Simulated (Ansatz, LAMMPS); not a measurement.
**Glassy 88B2O3-12MgO (mol %) (116 atoms), the frame at 66 fs of a trajectory (instantaneous temperature 525 K)**

The starting structure: 116 atoms (44 B, 3 Mg, 69 O) placed at random at 1.99 g/cm³, melted at 3000 K for 20 ps at fixed volume with the Buckingham and Coulomb pair potential of Guillot and Sator (Geochim. Cosmochim. Acta 71, 1249 (2007)) with the boron terms of Wang et al. (J. Non-Cryst. Solids 498, 294 (2018)). Quenched from 3000 K to 300 K at 50 K/ps and fixed volume, held 10 ps at zero pressure.

Calculated values (Ansatz 0.2.0, Kohn-Sham DFT, RPBE, PAW (set soft_2), plane waves; cutoff 420 eV, Γ point, fixed occupations; density 2.17 g/cm³) for the frame at 66 fs of a trajectory (instantaneous temperature 525 K).

Extended XYZ; positions in Å, forces in eV/Å:

```xyz
116
Lattice="10.817 0.000 0.000 0.000 10.817 0.000 0.000 0.000 10.817" Properties=species:S:1:pos:R:3:forces:R:3 pbc="T T T"
B 1.724 9.546 1.950 0.203 0.671 0.026
B 0.285 1.078 9.065 -0.798 -0.580 1.213
B 8.474 9.347 3.203 0.696 -0.012 1.652
B 6.112 4.668 5.181 0.187 0.157 3.169
B 4.827 10.296 2.622 0.051 1.339 -2.463
B 10.239 4.841 2.459 -0.602 0.403 -0.397
B 3.901 1.600 7.016 -0.374 1.217 0.406
B 9.454 2.179 10.658 -0.473 -0.659 -1.347
B 7.536 1.286 4.507 0.626 -0.781 1.500
B 4.968 2.508 9.650 0.633 -0.111 0.513
B 7.246 7.604 0.521 -0.867 -0.212 -0.169
B 5.115 1.647 1.379 -1.500 -1.103 1.703
B 2.800 8.977 10.439 0.060 2.228 -0.877
B 10.268 8.982 5.170 -0.179 1.129 -1.577
B 7.902 5.415 1.457 -0.715 -1.032 0.787
B 10.303 6.252 9.992 -1.822 0.145 -0.739
B 7.658 10.546 6.597 0.422 -1.513 0.451
B 9.300 10.538 0.998 0.982 2.053 0.018
B 6.316 9.340 9.830 0.716 1.149 0.976
B 10.315 2.563 6.715 0.742 1.952 -0.115
B 10.361 6.923 6.258 -0.212 -2.459 0.476
B 5.579 6.984 5.668 1.254 0.259 0.134
B 7.823 5.454 9.010 1.126 -0.066 -1.383
B 7.128 3.061 0.402 0.347 -0.253 -1.195
B 0.013 0.133 6.887 -0.855 0.449 -0.670
B 2.954 2.859 2.322 0.353 1.463 1.483
B 0.997 1.096 2.826 -1.920 0.913 0.021
B 3.541 4.287 7.796 -1.017 -1.488 -1.432
B 2.235 7.697 3.701 -0.069 -1.147 1.311
B 5.289 5.039 9.682 1.242 -1.426 -1.250
B 3.470 6.469 0.221 -0.253 0.608 -0.306
B 1.058 4.755 7.026 -0.351 -0.614 -0.669
B 0.478 3.954 10.480 -1.293 0.220 0.484
B 9.770 8.410 10.809 0.600 -0.371 -1.056
B 3.145 10.154 8.040 0.658 -0.587 0.017
B 5.993 8.340 3.527 1.383 -0.935 -0.658
B 6.664 0.542 8.994 -0.585 1.958 -3.747
B 8.026 7.878 6.693 -0.605 0.920 -0.512
B 2.285 2.324 9.933 0.738 0.637 0.473
B 2.033 5.515 2.319 -0.503 -0.879 1.417
B 8.073 3.921 6.795 0.055 -0.145 1.751
B 9.647 2.467 3.440 1.500 0.890 0.030
B 4.964 0.972 4.623 -1.209 0.415 0.865
B 3.371 8.436 6.012 -0.096 0.505 1.014
Mg 6.528 3.092 2.875 0.540 -0.100 -0.108
Mg 5.093 7.379 8.390 0.235 -0.355 -0.089
Mg 4.197 5.455 3.870 -1.298 0.545 -0.126
O 0.395 5.295 10.115 0.299 -0.941 0.260
O 4.593 4.829 8.439 -1.052 1.146 -1.392
O 3.342 7.732 10.309 0.265 -1.632 0.203
O 1.779 3.603 10.157 0.149 -1.732 0.195
O 7.351 4.121 1.369 -0.331 -0.772 -0.578
O 8.117 9.240 6.800 -0.084 0.395 0.233
O 4.447 5.633 10.570 -1.310 1.687 2.349
O 6.400 1.993 1.166 1.069 0.761 -0.751
O 4.883 0.282 1.441 -0.270 -0.951 0.926
O 10.814 7.687 5.213 -1.384 0.472 0.503
O 0.279 5.712 6.436 -0.715 1.655 0.497
O 5.249 5.576 5.877 0.041 -0.032 -0.893
O 5.502 7.154 4.123 0.280 1.375 0.486
O 8.995 5.946 9.567 -0.447 -0.181 0.375
O 8.982 2.898 6.610 0.842 -0.027 -0.171
O 10.723 7.555 10.231 -0.837 0.320 0.374
O 7.941 4.543 7.997 0.360 -0.400 -0.482
O 0.546 3.470 7.099 -0.472 -0.965 0.084
O 2.372 9.718 0.746 -0.322 -1.131 0.031
O 9.915 1.699 9.302 1.336 0.101 -0.028
O 6.538 5.934 9.249 -1.021 -0.041 1.499
O 4.330 0.095 3.752 0.891 0.068 1.363
O 1.738 8.345 2.630 0.020 0.457 -0.033
O 3.691 2.256 10.072 -0.622 -0.007 0.232
O 2.561 8.312 4.923 0.864 -0.045 -1.063
O 6.836 7.318 6.390 -0.874 -1.151 -0.683
O 2.702 4.155 2.764 0.981 0.817 -0.673
O 10.555 9.827 6.184 0.799 -0.739 -0.522
O 4.625 7.840 6.336 -2.085 0.310 0.011
O 2.353 6.281 3.666 0.542 0.946 -0.627
O 6.986 6.412 1.356 -0.106 3.251 -1.904
O 7.350 8.677 3.787 -1.121 0.102 -1.058
O 8.305 2.212 3.799 -0.242 -0.600 -0.249
O 2.628 6.246 1.261 0.818 -0.384 -0.704
O 10.284 3.238 0.374 2.184 1.830 -1.107
O 8.498 10.039 2.039 -0.691 0.153 -0.636
O 4.310 1.356 5.759 1.288 -0.392 -3.022
O 0.635 5.314 2.203 0.200 0.816 -0.614
O 9.498 1.073 0.778 -1.175 -1.456 1.174
O 0.215 10.770 8.235 0.452 0.692 -1.429
O 1.073 10.626 2.536 0.497 -2.490 -0.287
O 1.543 1.228 9.665 -0.335 0.715 -0.163
O 8.484 7.971 0.084 -0.332 0.113 1.092
O 9.091 5.552 1.994 2.270 0.975 0.239
O 5.666 4.288 4.008 -0.111 -0.172 -1.602
O 4.339 2.637 2.064 -0.192 -0.771 -0.900
O 7.071 10.612 10.012 -0.364 -2.572 0.825
O 6.181 8.364 0.007 1.321 -1.060 1.577
O 9.614 9.414 3.998 0.042 -1.081 0.442
O 5.196 8.976 2.553 0.294 0.307 1.320
O 2.874 9.826 9.316 -0.237 -1.297 1.472
O 3.684 2.913 7.383 -0.430 1.209 0.222
O 5.679 1.532 9.043 1.085 -0.414 0.424
O 9.105 7.045 6.946 2.245 0.123 -1.068
O 10.731 1.368 6.160 0.248 -1.136 1.859
O 7.105 0.468 7.560 -0.399 0.740 1.639
O 7.947 0.216 5.312 -1.057 2.282 -1.233
O 2.017 1.915 2.516 0.914 0.349 -0.537
O 5.642 9.160 8.734 -0.482 -0.021 -1.251
O 2.885 9.265 7.011 0.024 -0.141 -0.497
O 8.058 2.622 10.309 -0.274 0.708 1.430
O 5.702 3.660 10.108 0.590 -0.595 0.555
O 10.164 9.690 0.288 -0.753 -0.678 0.328
O 3.706 0.576 7.840 -1.129 -0.785 0.393
O 7.180 4.063 5.783 -0.209 0.315 -1.216
O 2.389 5.018 7.361 0.966 -0.257 0.673
O 9.974 3.813 3.292 -0.603 -2.002 1.009
O 10.561 1.469 3.376 0.434 0.102 -0.157
O 6.186 1.628 4.265 -0.295 -1.634 0.237
```

The quench rate of 50 K/ps is many orders above laboratory rates, so the cell is likely richer in defects and strain than a real sample. The network of bonds at the start is that of the classical potential that made the cell. Only the Γ point is sampled, in a cell whose shortest periodic width is 11 Å.

The r.m.s. force component is 1.00 eV/Å; the longest force, 4.27 eV/Å, acts on B37. The energy lies 42.6 meV/atom below that of the first step of this run.

[Logs are printed without paths, hosts, clocks, repeated set-up lines and the standing remarks that a program may print on its own settings, such as how far it seeks lower states.]

[Hosts, paths, dates, database ids (printed as entryN), source tags and the programs' standing remarks are cut or masked in the printed files.]
